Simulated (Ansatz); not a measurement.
**F on Cu(111): change of the work function**

Aim: the work function of Cu(111) at several coverages of F (fcc site), and the dipole that each adsorbate carries.

Method: plane-wave DFT, PBE, Ansatz PAW, in Ansatz 0.2.0.

Most raw output is cut from this account.

## Step 1: The starting structure

The cell holds 4 atoms: 4 Cu. Its edges and angles: a = 2.553 Å, b = 2.553 Å, c = 24.253 Å, α = 90.0°, β = 90.0°, γ = 60.0°. Vacuum lies along c.

Coordinates:

```cif
data_structure
_symmetry_space_group_name_H-M 'P 1'
_symmetry_Int_Tables_number 1
_cell_length_a 2.5527
_cell_length_b 2.5527
_cell_length_c 24.2527
_cell_angle_alpha 90.000
_cell_angle_beta 90.000
_cell_angle_gamma 60.000
_cell_volume 136.86
loop_
_atom_site_label
_atom_site_type_symbol
_atom_site_fract_x
_atom_site_fract_y
_atom_site_fract_z
_atom_site_occupancy
Cu1 Cu 0.00000 0.00000 0.37109 1
Cu2 Cu 0.33333 0.33333 0.45703 1
Cu3 Cu 0.66667 0.66667 0.54297 1
Cu4 Cu 0.00000 0.00000 0.62891 1
```

## Step 2: The clean slab

The bare slab comes first, as the zero from which every change is counted. The two lowest layers are held at bulk places and the upper ones relax. The dipole correction removes the false field that a one-sided slab makes across the periodic vacuum, so each face gets a flat vacuum level of its own.

File input.yaml:

```yaml
crystal:
  lattice:
    - [2.5526554801, 0.0, 0.0]
    - [1.27632774, 2.2106644929, 0.0]
    - [0.0, 0.0, 24.2527034153]
  atoms:
    - { symbol: Cu, position: [0.0, 0.0, 0.3710926508] }
    - { symbol: Cu, position: [0.3333333333, 0.3333333333, 0.4570308836] }
    - { symbol: Cu, position: [0.6666666667, 0.6666666667, 0.5429691164] }
    - { symbol: Cu, position: [0.0, 0.0, 0.6289073492] }
kpoints:
  mp_grid: { grid: [12, 12, 1] }
hamiltonian:
  xc: pbe
scf:
  occupations: { method: fermi_dirac, width: 0.1 }
  convergence: { dr2_threshold: 1.0e-08 }
efield:
  axis: 3
  dipole_correction: true
  ramp_position: 0.97
  ramp_width: 0.06
relax:
  f_tol: 0.02
  max_steps: 60
  constraints: [{ sites: [0, 1] }]
output:
  write_potential: true
  write_density: true
  volumetric_format: npy
```

Launch:

```console
> ansatz run input.yaml --threads 4 --pin off --max-ram 6144MiB --backend cpu --events-out ev --progress --plain --runs-dir out
```

The job ended after 2.8 s (4 threads of Intel Xeon Platinum 8488C (Sapphire Rapids), shared host; peak memory 0.54 GiB).

Hardly anything moved in the relaxation; the energy changed by under 0.2 meV an atom.

Numbers from this step:

* energy at zero smearing: -26499.7681 eV
* work function, upper face: 4.786 eV
* dipole along the normal: -1.40e-6 e·Å

Running mean over 2.084 Å of the planar mean; the ramp of the sawtooth is left out. Electron's electrostatic potential energy less the Fermi level against z:

```csv
z (Å),electron's electrostatic potential energy less the Fermi level (eV)
3.0,4.79
3.5,4.79
4.0,4.79
4.5,4.78
5.0,4.78
5.5,4.77
6.0,4.73
6.5,4.60
7.0,4.11
7.5,2.00
8.0,-2.75
8.5,-7.12
9.0,-8.54
9.5,-8.74
10.0,-8.78
10.5,-8.81
11.0,-8.83
11.5,-8.82
12.0,-8.81
12.5,-8.81
13.0,-8.82
13.5,-8.82
14.0,-8.79
14.5,-8.76
15.0,-8.69
15.5,-8.16
16.0,-5.25
16.5,-0.203
17.0,3.41
17.5,4.43
18.0,4.68
18.5,4.76
19.0,4.78
19.5,4.78
20.0,4.79
20.5,4.79
21.0,4.79
```

The work function of the upper face is 4.79 eV.

## Step 3: The covered slab, k-mesh 6×6×1, coverage 0.25 ML

System of this step: Cu16F (F/Cu(111)). The cell holds 17 atoms: 16 Cu and 1 F. Cell: a = 5.105 Å, b = 5.105 Å, c = 25.525 Å, α = 90.0°, β = 90.0°, γ = 60.0°. Vacuum lies along c.

The clean slab as it ended is repeated in the plane and the adsorbate is set on one face; the cell's size fixes the coverage, and the k-mesh shrinks with it to keep the sampling density about even. Adsorbate and upper layers relax, since the dipole depends on the height.

File input.yaml:

```yaml
crystal:
  lattice:
    - [5.1053109602, 1.0e-10, 0.0]
    - [2.5526554801, 4.4213289858, 0.0]
    - [0.0, 0.0, 25.5245619869]
  atoms:
    - { symbol: Cu, position: [0.0, 0.0, 0.3526015453] }
    - { symbol: Cu, position: [0.1666666667, 0.1666666667, 0.4342575782] }
    - { symbol: Cu, position: [0.3333333333, 0.3333333333, 0.515913611] }
    - { symbol: Cu, position: [0.0, 0.0, 0.5975696439] }
    - { symbol: Cu, position: [0.0, 0.5, 0.3526015453] }
    - { symbol: Cu, position: [0.1666666667, 0.6666666667, 0.4342575782] }
    - { symbol: Cu, position: [0.3333333333, 0.8333333333, 0.515913611] }
    - { symbol: Cu, position: [0.0, 0.5, 0.5975696439] }
    - { symbol: Cu, position: [0.5, 0.0, 0.3526015453] }
    - { symbol: Cu, position: [0.6666666667, 0.1666666667, 0.4342575782] }
    - { symbol: Cu, position: [0.8333333333, 0.3333333333, 0.515913611] }
    - { symbol: Cu, position: [0.5, 0.0, 0.5975696439] }
    - { symbol: Cu, position: [0.5, 0.5, 0.3526015453] }
    - { symbol: Cu, position: [0.6666666667, 0.6666666667, 0.4342575782] }
    - { symbol: Cu, position: [0.8333333333, 0.8333333333, 0.515913611] }
    - { symbol: Cu, position: [0.5, 0.5, 0.5975696439] }
    - { symbol: F, position: [0.1666666667, 0.1666666667, 0.6473984547] }
kpoints:
  mp_grid: { grid: [6, 6, 1] }
hamiltonian:
  xc: pbe
scf:
  occupations: { method: fermi_dirac, width: 0.1 }
  convergence: { dr2_threshold: 1.0e-08 }
efield:
  axis: 3
  dipole_correction: true
  ramp_position: 0.97
  ramp_width: 0.06
relax:
  f_tol: 0.02
  max_steps: 60
  constraints: [{ sites: [0, 1, 4, 5, 8, 9, 12, 13] }]
output:
  dos: { projected: true, e_range: [-8, 4] }
  write_potential: true
  write_density: true
  volumetric_format: npy
  elf: true
```

The job ended after 80 s (4 threads; peak memory 2.7 GiB; 5.2 min of CPU time).

This run has no spin polarisation although its electron count is odd.

Relaxation path:

```csv
step,energy less that of the first step (eV),largest force component (eV/Å)
1,0.0000,2.2414
2,-0.1584,1.4586
3,-0.2856,0.2247
4,-0.2881,0.0743
5,-0.2894,0.0036
```

The run keeps the 6 symmetry operations that it works with, so distortions that break them were not tested.

The atoms that moved most (Å):

```csv
atom,dx,dy,dz,length
F17,0.000,0.000,0.212,0.212
Cu16,0.000,0.000,-0.099,0.099
Cu15,0.000,0.000,0.062,0.062
Cu4,-0.025,-0.015,0.021,0.036
Cu12,0.025,-0.015,0.021,0.036
Cu8,0.000,0.029,0.021,0.036
Cu3,-0.008,-0.005,-0.014,0.017
Cu7,0.000,0.009,-0.014,0.017
```

The relaxed structure:

```cif
data_structure
_symmetry_space_group_name_H-M 'P 1'
_symmetry_Int_Tables_number 1
_cell_length_a 5.1053
_cell_length_b 5.1053
_cell_length_c 25.5246
_cell_angle_alpha 90.000
_cell_angle_beta 90.000
_cell_angle_gamma 60.000
_cell_volume 576.15
loop_
_atom_site_label
_atom_site_type_symbol
_atom_site_fract_x
_atom_site_fract_y
_atom_site_fract_z
_atom_site_occupancy
Cu1 Cu 0.00000 0.00000 0.35260 1
Cu2 Cu 0.16667 0.16667 0.43426 1
Cu3 Cu 0.33228 0.33228 0.51537 1
Cu4 Cu 0.99668 0.99668 0.59841 1
Cu5 Cu 0.00000 0.50000 0.35260 1
Cu6 Cu 0.16667 0.66667 0.43426 1
Cu7 Cu 0.33228 0.83545 0.51537 1
Cu8 Cu 0.99668 0.50664 0.59841 1
Cu9 Cu 0.50000 0.00000 0.35260 1
Cu10 Cu 0.66667 0.16667 0.43426 1
Cu11 Cu 0.83545 0.33228 0.51537 1
Cu12 Cu 0.50664 0.99668 0.59841 1
Cu13 Cu 0.50000 0.50000 0.35260 1
Cu14 Cu 0.66667 0.66667 0.43426 1
Cu15 Cu 0.83333 0.83333 0.51835 1
Cu16 Cu 0.50000 0.50000 0.59369 1
F17 F 0.16667 0.16667 0.65572 1
```

This step gave:

```yaml
energy_at_zero_smearing: -106807.3240 eV
work_function_upper_face: 5.762 eV
work_function_lower_face: 4.821 eV
dipole_along_the_normal: -0.1173 e·Å
step_between_the_vacuum_levels: 0.9405 eV
```

Running mean over 2.084 Å of the planar mean; the ramp of the sawtooth is left out. The electron's electrostatic potential energy less the Fermi level by z:

```csv
z (Å),electron's electrostatic potential energy less the Fermi level (eV)
3,4.82
4,4.82
5,4.82
6,4.77
7,4.14
8,-2.70
9,-8.49
10,-8.74
11,-8.80
12,-8.73
13,-8.78
14,-8.87
15,-8.75
16,-6.06
17,2.75
18,5.25
19,5.75
20,5.76
21,5.76
22,5.76
```

The density of states has structure finer than the step of the table below, so its rows give means over 0.25 eV, whole bins alone (the curve runs from -8 to 1.98 eV). Peaks (eV: height): -2.710: 107, -2.410: 78.6, -2.320: 103, -2.050: 73.4, -1.980: 94.8, -1.860: 79.5, -1.560: 98.8.

Table of density of states by energy, zero at the Fermi level; means over each step:

energy (eV), density of states (states/eV a cell) and a bar:
```
    -7.75          1 
    -7.50          2 #
    -7.25          2 #
    -7.00          2 
    -6.75          2 
    -6.50          4 #
    -6.25          3 #
    -6.00          4 ##
    -5.75          5 ##
    -5.50          9 ####
    -5.25         15 ######
    -5.00          9 ####
    -4.75         15 ######
    -4.50         15 ######
    -4.25         28 ############
    -4.00         33 ##############
    -3.75         32 ##############
    -3.50         40 #################
    -3.25         36 ################
    -3.00         52 #######################
    -2.75         68 ##############################
    -2.50         51 ######################
    -2.25         59 #########################
    -2.00         62 ###########################
    -1.75         66 #############################
    -1.50         69 ##############################
    -1.25         20 ########
    -1.00          9 ####
    -0.75          4 #
    -0.50          7 ##
    -0.25          7 ###
     0.00          6 ##
     0.25          1 
     0.50          7 ###
     0.75          7 ###
     1.00          4 ##
     1.25          4 #
     1.50          4 ##
     1.75          5 ##
```

Projected DOS per atom over height of the atomic layer and energy from the Fermi level. Layers: Cu4 Cu4 Cu4 Cu4 F from below.

Ten even steps from '_' (0.02 states/eV) to '@' (4.92 states/eV), each cell a mean:
```
__________
__________
__________
__________
__________
__________
__________
++++++##..
@@##**@@__
##++++##__
@@######__
==++++==__
--====--__
::==++::..
..::::__..
__..____##
________++
________::
__________
__________
__________
__________
```
Columns: height of the atomic layer (Å) from 9 to 16.7 (not evenly spaced); rows upwards: energy from the Fermi level (eV) from -7.96 to 1.95.

Valence density in the ca plane at fractional y = 0.167, with atoms of Cu and F within 0.2 Å of it. It is the smooth field of the valence electrons, not physical close to the nuclei.

Ten steps, logarithmic in the rise over the least value, from '0' (0 e/Å³) to '9' (43 e/Å³), each cell a mean:
```
01231100110012321112321000000000000000000000
01221101111012321112220000000000000000000000
01111012432111111011110000000000000000000000
00010025884101100000100000000000000000000000
00000126995100000000000000000000000000000000
00111015773101100001100000000000000000000000
01111012331111111011210000000000000000000000
01231100110012321112320000000000000000000000
01221101111012321012211000000000000000000000
01111012432111111001111232000000000000000000
00010025884101100000012564200000000000000000
00000126995100000000013675200000000000000000
00111015773101110000012454100000000000000000
01111012331111111011111221000000000000000000
```
Columns run along c (16.0 Å, from fractional 0.31 to 0.94 of the cell), rows up along a (5.1 Å). Atoms in or near the plane, at fractional coordinates: Cu at (0.43, 0.17), Cu at (0.43, 0.67), F at (0.66, 0.17).

ELF in the ca plane at fractional y = 0.167, with atoms of Cu and F within 0.2 Å of it. It is the smooth field of the valence electrons, not physical close to the nuclei.

Ten even steps from '0' (0.00) to '9' (0.80), each cell a mean:
```
22222222222222222222211133210000000000000000
22222222222222222222221100000000000000000000
22222222222222222222222100000000000000000000
33333223662233222222232210000000000000000000
33333224983233322233333210000000000000000000
32223223552232222222222210000000000000000000
22222222222222222222222100000000000000000000
22222222222222222222221000000000000000000000
22222222222222222222211244310000000000000000
22222222222222222221113798631000000000000000
33333223662233222222127989851000000000000000
33333224983233333222128879952000000000000000
32223223552232222222116999841000000000000000
22222222222222222222112688631000000000000000
```
Columns run along c (16.0 Å, from fractional 0.31 to 0.94 of the cell), rows up along a (5.1 Å). Atoms in or near the plane, at fractional coordinates: Cu at (0.43, 0.17), Cu at (0.43, 0.67), F at (0.66, 0.17).

Electrostatic potential energy in the ca plane at fractional y = 0.167, with atoms of Cu and F within 0.2 Å of it. With pseudopotentials it is smooth inside the atoms' cores, unlike the true potential.

Ten even steps from '0' (-40 eV) to '9' (8 eV), each cell a mean:
```
87446898888885357875458999999999999999999999
87547888788885458885468999999999999999999999
98778885336887678987778999999999999999999999
99888861002788889998889999999999999999999999
99999850001789899999899999999999999999999999
99888861003888889998889999999999999999999999
98667886447887678887678999999999999999999999
87446898888885357875458999999999999999999999
87547888788885457886468999999999999999999999
98778885336887678987788768999999999999999999
99888861002788889998887203899999999999999999
99999850001789899999886001899999999999999999
99888861003888889998888314999999999999999999
98667886447887678887678889999999999999999999
```
Columns run along c (16.0 Å, from fractional 0.31 to 0.94 of the cell; values clipped at the 3rd and 97th percentile), rows up along a (5.1 Å). Atoms in or near the plane, at fractional coordinates: Cu at (0.43, 0.17), Cu at (0.43, 0.67), F at (0.66, 0.17).

The relaxation took 5 steps and lowered the energy by 0.29 eV; the largest force on the free atoms ends at 0.0036 eV/Å.

By hand: a sheet of dipoles makes a step −p/(ε₀A) in the electron's potential. With e/ε₀ = 180.95 V·Å, p = -0.1173 e·Å and A = 22.57 Å², that is −180.95 × (-0.1173) / 22.57 = +0.941 eV, and the two vacuum levels of the run differ by +0.941 eV.

The covered face has 5.76 eV, +0.98 eV against the clean one; the bare back face has moved by +0.04 eV, a measure of how thin the slab is.

## Step 4: The covered slab, k-mesh 12×12×1, coverage 1 ML

System of this step: Cu4F (F/Cu(111)). The cell holds 5 atoms: 4 Cu and 1 F. Its edges and angles: a = 2.553 Å, b = 2.553 Å, c = 25.525 Å, α = 90.0°, β = 90.0°, γ = 60.0°. Vacuum lies along c.

Another coverage, to see how the dipoles act on each other as their distance changes.

input.yaml, the sections that differ from step 3:

```yaml
crystal:
  lattice:
    - [2.5526554801, 0.0, 0.0]
    - [1.27632774, 2.2106644929, 0.0]
    - [0.0, 0.0, 25.5245619869]
  atoms:
    - { symbol: Cu, position: [0.0, 0.0, 0.3526015453] }
    - { symbol: Cu, position: [0.3333333333, 0.3333333333, 0.4342575782] }
    - { symbol: Cu, position: [0.6666666667, 0.6666666667, 0.515913611] }
    - { symbol: Cu, position: [0.0, 0.0, 0.5975696439] }
    - { symbol: F, position: [0.3333333333, 0.3333333333, 0.6473984547] }
kpoints:
  mp_grid: { grid: [12, 12, 1] }
relax:
  f_tol: 0.02
  max_steps: 60
  constraints: [{ sites: [0, 1] }]
output:
  write_potential: true
  write_density: true
  volumetric_format: npy
# hamiltonian, scf, efield: as in step 3
```

The job ended after 12 s (4 threads; peak memory 0.56 GiB; 44 s of CPU time).

Relaxation path:

```csv
step,energy less that of the first step (eV),largest force component (eV/Å)
1,0.0000,1.1643
2,-0.0258,0.7051
3,-0.0417,0.0362
4,-0.0417,0.0040
```

Forces are held to the 6 operations that the run works with; a distortion that breaks them can't arise in this run.

The atoms that moved most (Å):

```csv
atom,dx,dy,dz,length
F5,0.000,0.000,0.068,0.068
Cu3,0.000,0.000,0.014,0.014
Cu4,0.000,0.000,-0.009,0.009
```

Final coordinates:

```xyz
5
Lattice="2.5527 0.0000 0.0000 1.2763 2.2107 0.0000 0.0000 0.0000 25.5246" Properties=species:S:1:pos:R:3
Cu    0.0000    0.0000    9.0000
Cu    1.2763    0.7369   11.0842
Cu    2.5527    1.4738   13.1827
Cu    0.0000    0.0000   15.2435
F     1.2763    0.7369   16.5929
```

Numbers from this step:

```
energy at zero smearing        : -27307.2108 eV
work function, upper face      : 8.928 eV
work function, lower face      : 4.882 eV
dipole along the normal        : -0.1262 e·Å
step between the vacuum levels : 4.046 eV
```

Running mean over 2.084 Å of the planar mean; the ramp of the sawtooth is left out. The electron's electrostatic potential energy less the Fermi level by z:

```csv
z (Å),electron's electrostatic potential energy less the Fermi level (eV)
3.0,4.88
3.5,4.88
4.0,4.88
4.5,4.88
5.0,4.88
5.5,4.87
6.0,4.83
6.5,4.69
7.0,4.19
7.5,2.10
8.0,-2.67
8.5,-7.05
9.0,-8.48
9.5,-8.70
10.0,-8.76
10.5,-8.81
11.0,-8.83
11.5,-8.76
12.0,-8.66
12.5,-8.66
13.0,-8.72
13.5,-8.76
14.0,-8.84
14.5,-8.79
15.0,-8.70
15.5,-9.56
16.0,-8.07
16.5,-2.60
17.0,1.92
17.5,5.06
18.0,7.96
18.5,8.83
19.0,8.91
19.5,8.93
20.0,8.93
20.5,8.93
21.0,8.93
21.5,8.93
22.0,8.93
22.5,8.93
```

The relaxation took 4 steps and lowered the energy by 0.042 eV; the largest force on the free atoms ends at 0.0040 eV/Å.

The covered face has 8.93 eV, +4.14 eV against the clean one; the bare back face has moved by +0.10 eV, a measure of how thin the slab is.

## Step 5: Work function against coverage

This step: plane-wave DFT, PBE, Ansatz PAW; work function against coverage (Ansatz 0.2.0).

The runs are now put side by side.

This step gave:

```
work function of the clean face     : 4.786 eV
largest change of the work function : 4.142 eV
```

Table of work function of the covered face by coverage:

```csv
coverage (adsorbates/nm²),work function of the covered face (eV)
0.00,4.79
4.43,5.76
17.72,8.93
```

The dipole per adsorbate comes from the change of the cell's dipole. Coverage, by row:

```csv
coverage (1/nm²),coverage (ML),work function (eV),change (eV),"dipole per adsorbate, positive end outwards (debye)",mean height of the added atoms over the highest substrate atom (Å)
4.43,0.25,5.762,0.9759,-0.564,1.463
17.72,1,8.928,4.142,-0.606,1.349
```

## Step 6: What came out

```json
{"work function of the clean face": "4.79 eV", "work function at 0.25 ML": "5.76 eV", "work function at 1 ML": "8.93 eV", "dipole per adsorbate at 0.25 ML, positive end outwards": "-0.56 D"}
```

F raises the work function of Cu(111) at the lowest coverage, by 0.98 eV: the adsorbate layer has its negative end outwards. The slab has 4 layers, at the tabulated experimental lattice constant, one starting site was run, and quantum-size effects of a slab this thin can reach one or two tenths of an eV.

[Logs are printed without paths, hosts, clocks, repeated set-up lines and the standing remarks that a program may print on its own settings, such as how far it seeks lower states.]

[Hosts, paths, dates, database ids (printed as entryN), source tags and the programs' standing remarks are cut or masked in the printed files.]

[Maps of the electrostatic potential energy from Ansatz leave out the sawtooth potential of an applied field or a dipole correction, so their vacuum need not be flat; planar profiles and work functions include it.]

[The density of states shown here was stored with 400 of the rows of the run's finer table, so its peaks can read low, often by over a quarter, or be missed, and its means over a window can be off by a tenth or more.]
